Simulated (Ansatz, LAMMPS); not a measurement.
# Electronic structure of glassy 32SiO2-46B2O3-11MgO-11CaO (mol %) (137 atoms), part 2 of 2

Aim: energy, forces, charges and density of states of glassy 32SiO2-46B2O3-11MgO-11CaO (mol %) (137 atoms) at a fixed geometry.

Ansatz 0.2.0; Kohn-Sham DFT, PBE, PAW (set soft_2), plane waves.

The cell: 12 Si, 34 B, 4 Mg, 4 Ca and 83 O. The quench rate of 10 K/ps is many orders above laboratory rates. The network of bonds at the start is that of the classical potential that made the cell. The Brillouin zone is sampled at Γ only, in a cell whose shortest periodic width is 12 Å.

So far: The starting structure; How the cell was made; Plane-wave single point.

## Step 4: Distances and neighbours

Bonds and neighbours are counted at the geometry of the runs.

Density 2.46 g/cm³, 11.27 Å³ an atom.

g(r), total and by pair (bins of 0.2 Å):

| r (Å) | total | O-O | O-B | O-Si | O-Ca | O-Mg | B-B |
| --- | --- | --- | --- | --- | --- | --- | --- |
| 1.30 | 1.49 | 0.00 | 4.96 | 0.00 | 0.00 | 0.00 | 0.00 |
| 1.50 | 2.16 | 0.00 | 6.83 | 0.99 | 0.00 | 0.00 | 0.00 |
| 1.70 | 1.08 | 0.00 | 0.08 | 9.98 | 0.00 | 0.00 | 0.00 |
| 1.90 | 0.10 | 0.00 | 0.00 | 0.00 | 0.00 | 2.87 | 0.00 |
| 2.10 | 0.18 | 0.00 | 0.05 | 0.00 | 0.00 | 4.68 | 0.00 |
| 2.30 | 0.77 | 1.75 | 0.04 | 0.00 | 1.66 | 1.07 | 0.00 |
| 2.50 | 1.25 | 2.58 | 0.14 | 0.00 | 4.48 | 0.58 | 0.48 |
| 2.70 | 1.05 | 1.62 | 0.35 | 0.08 | 1.56 | 0.00 | 2.65 |
| 2.90 | 1.00 | 1.04 | 0.41 | 0.37 | 0.88 | 0.22 | 1.16 |
| 3.10 | 0.84 | 0.91 | 0.72 | 0.70 | 0.37 | 1.16 | 0.55 |
| 3.30 | 1.00 | 0.79 | 1.19 | 0.96 | 0.84 | 1.53 | 1.07 |
| 3.50 | 1.07 | 0.64 | 1.69 | 1.43 | 0.90 | 1.05 | 0.61 |
| 3.70 | 1.13 | 0.63 | 1.84 | 1.48 | 0.80 | 0.81 | 0.85 |
| 3.90 | 1.17 | 0.81 | 1.61 | 1.99 | 0.73 | 1.22 | 0.70 |
| 4.10 | 1.13 | 0.92 | 1.13 | 1.36 | 1.42 | 1.76 | 1.45 |
| 4.30 | 0.86 | 0.84 | 0.68 | 0.84 | 1.51 | 1.20 | 0.93 |
| 4.50 | 0.90 | 1.12 | 0.67 | 0.58 | 0.64 | 0.99 | 1.21 |
| 4.70 | 1.11 | 1.58 | 0.77 | 0.59 | 1.43 | 0.84 | 1.00 |
| 4.90 | 1.08 | 1.45 | 0.80 | 0.67 | 1.23 | 0.69 | 1.46 |
| 5.10 | 0.93 | 1.02 | 0.75 | 1.07 | 0.70 | 0.71 | 0.98 |
| 5.30 | 0.92 | 0.83 | 0.94 | 1.03 | 0.66 | 1.05 | 1.14 |
| 5.50 | 0.97 | 0.83 | 1.22 | 1.21 | 0.74 | 0.86 | 0.42 |
| 5.70 | 0.96 | 0.80 | 1.23 | 0.99 | 1.13 | 0.63 | 0.82 |

Bonds by pair of elements; cutoffs follow the first minimum of g(r), held within bounds set by covalent radii, and pairs that aren't listed don't count as bonded:

| pair A-B | cutoff (Å) | bonds | mean length (Å) | spread (Å) | shortest (Å) | B about A | A about B |
| --- | --- | --- | --- | --- | --- | --- | --- |
| O-B | 1.83 | 109 | 1.42 | 0.044 | 1.35 | 1.31 | 3.21 |
| O-Si | 2.12 | 48 | 1.64 | 0.034 | 1.57 | 0.578 | 4 |
| O-Ca | 3.08 | 30 | 2.56 | 0.171 | 2.31 | 0.361 | 7.5 |
| O-Mg | 2.48 | 21 | 2.10 | 0.132 | 1.95 | 0.253 | 5.25 |

How many atoms have how many bonded neighbours:

| element | mean | 2 | 3 | 4 | 5 | 6 | 8 |
| --- | --- | --- | --- | --- | --- | --- | --- |
| B | 3.21 | 0 | 27 | 7 | 0 | 0 | 0 |
| Ca | 7.5 | 0 | 0 | 0 | 0 | 1 | 3 |
| Mg | 5.25 | 0 | 0 | 1 | 1 | 2 | 0 |
| O | 2.51 | 44 | 36 | 3 | 0 | 0 | 0 |
| Si | 4 | 0 | 0 | 12 | 0 | 0 | 0 |

Bond angles (no mean is given where the spread exceeds 20°):

| angle | count | mean (°) | spread (°) |
| --- | --- | --- | --- |
| O-B-O | 123 | 116 | 6.1 |
| O-Ca-O | 99 | - | - |
| O-Si-O | 72 | 109 | 5.9 |
| O-Mg-O | 46 | - | - |
| B-O-Si | 45 | 144 | 15.6 |

Oxygen atoms by the number of network formers (Si, P, Ge, B, Al, As, Ga) bound to them:

| network formers bound to O | O atoms | per cent |
| --- | --- | --- |
| 0 | 0 | 0 |
| 1 | 9 | 10.8 |
| 2 | 74 | 89.2 |

Network units: each former by its oxygen neighbours and how many of them bridge to another former:

| former | O neighbours | bridging O | atoms |
| --- | --- | --- | --- |
| Si | 4 | 3 | 1 |
| Si | 4 | 4 | 11 |
| B | 3 | 1 | 1 |
| B | 3 | 2 | 5 |
| B | 3 | 3 | 21 |
| B | 4 | 3 | 1 |
| B | 4 | 4 | 6 |

Bond length by coordination (bonds to H left out):

| element | coordination | atoms | mean bond length (Å) |
| --- | --- | --- | --- |
| B | 3 | 27 | 1.40 |
| B | 4 | 7 | 1.47 |
| Ca | 6 | 1 | 2.46 |
| Ca | 8 | 3 | 2.59 |
| Mg | 4 | 1 | 2.01 |
| Mg | 5 | 1 | 2.09 |
| Mg | 6 | 2 | 2.14 |
| O | 2 | 44 | 1.51 |
| O | 3 | 36 | 1.83 |
| O | 4 | 3 | 1.96 |

Rings of the network by King's shortest-path rule, up to 12 atoms, one path for each pair of neighbours; H, halogens, alkali and alkaline-earth atoms are left out, and the last column divides by all other atoms, bonded or not:

| ring size (atoms) | rings | per network atom |
| --- | --- | --- |
| 8 | 2 | 0.016 |
| 10 | 3 | 0.023 |
| 12 | 10 | 0.078 |

For some of the pairs, g(r) has its first main peak near 2.4 Å (O-O), 1.4 Å (O-B), 1.6 Å (O-Si), 2.5 Å (O-Ca), 2.0 Å (O-Mg) and 2.7 Å (B-B). With the cutoffs above, 79 % of B atoms have 3, 75 % of Ca atoms have 8, 50 % of Mg atoms have 6 and 53 % of O atoms have 2 bonded neighbours. The O-B-O angle averages 116° with a spread of 6°. 89 % of the oxygens bridge two formers (Si and B) and 11 % are non-bridging. The commonest B unit has 3 oxygens, 3 of them shared with other formers (21 of 34 atoms). Rings of 12 atoms are the most common (67 % of those counted); sizes run from 8 to 12, where the search stops.

Local excerpt of 12 atoms (numbers count through the whole input) about B14, which has 4 bonded neighbours where the commonest count for B is 3; x, y, z are measured from there.

| atom | x | y | z | distance (Å) | bonds | Löwdin charge (e) | Fx | Fy | Fz (eV/Å) |
| --- | --- | --- | --- | --- | --- | --- | --- | --- | --- |
| B14 | 0.00 | 0.00 | 0.00 | 0.00 | 4 | 0.55 | -0.92 | -0.17 | 0.61 |
| O113 | 0.69 | 0.57 | -1.14 | 1.45 | 3 | -0.45 | 1.05 | 0.58 | -0.65 |
| O55 | -1.17 | 0.82 | 0.34 | 1.47 | 3 | -0.67 | 0.52 | -0.76 | -0.46 |
| O133 | 0.91 | -0.19 | 1.16 | 1.48 | 3 | -0.54 | 0.85 | 0.02 | -0.10 |
| O109 | -0.51 | -1.37 | -0.36 | 1.50 | 3 | -0.70 | -0.62 | 0.59 | -1.01 |
| B46 | 0.64 | -0.12 | 2.53 | 2.61 | 3 | 0.63 | -0.60 | 0.85 | 3.39 |
| Ca52 | -2.02 | 0.03 | -1.77 | 2.69 | 8 | 1.81 | -0.08 | 0.25 | -1.61 |
| B41 | 1.13 | 0.68 | -2.46 | 2.79 | 3 | 0.63 | -1.29 | -0.63 | 2.00 |
| Si12 | -0.33 | -2.89 | 0.12 | 2.92 | 4 | 1.79 | -0.33 | 0.90 | 1.49 |
| Mg48 | 2.77 | -0.79 | 0.76 | 2.98 | 4 | 1.68 | -0.21 | -0.69 | -0.41 |
| O126 | -0.66 | -0.47 | 2.97 | 3.08 | 2 | -0.38 | 0.13 | -0.10 | -0.14 |
| Si8 | -2.51 | 1.74 | 0.48 | 3.09 | 4 | 1.71 | 0.82 | 0.34 | 0.84 |

The column of bonds counts only the pairs O-B within 1.83 Å, O-Si within 2.12 Å, O-Ca within 3.08 Å, O-Mg within 2.48 Å; other neighbours, such as metal atoms beside each other in a compound, aren't counted, and periodic images can show an atom twice.

## Step 5: Results

| Item | Value |
| --- | --- |
| free energy per atom | -548.2596 eV/atom |
| pressure | -3.205 GPa |
| r.m.s. force component | 1.165 eV/Å |
| gap (highest filled to lowest empty level) | 3.093 eV |
| wall time of the 1 DFT run | 25 s |

In words: The highest filled and lowest empty levels differ by 3.09 eV (at Γ alone); a semilocal functional tends to put such gaps too low. In a disordered cell it changes from sample to sample, and tail or defect levels can set it. With the cutoffs above, 79 % of B atoms have 3, 75 % of Ca atoms have 8, 50 % of Mg atoms have 6 and 53 % of O atoms have 2 bonded neighbours. 89 % of the oxygens bridge two formers (Si and B) and 11 % are non-bridging.

What to keep in mind: The force components of 1.2 eV/Å r.m.s. hold both thermal displacement and the mismatch between the potential that made the cell and DFT. The pressure of -3.2 GPa is that of one thermal frame, in which the classical model's bond lengths enter as well as the volume, without the kinetic term.

[Hosts, paths, dates, database ids (printed as entryN), source tags and the programs' standing remarks are cut or masked in the printed files.]
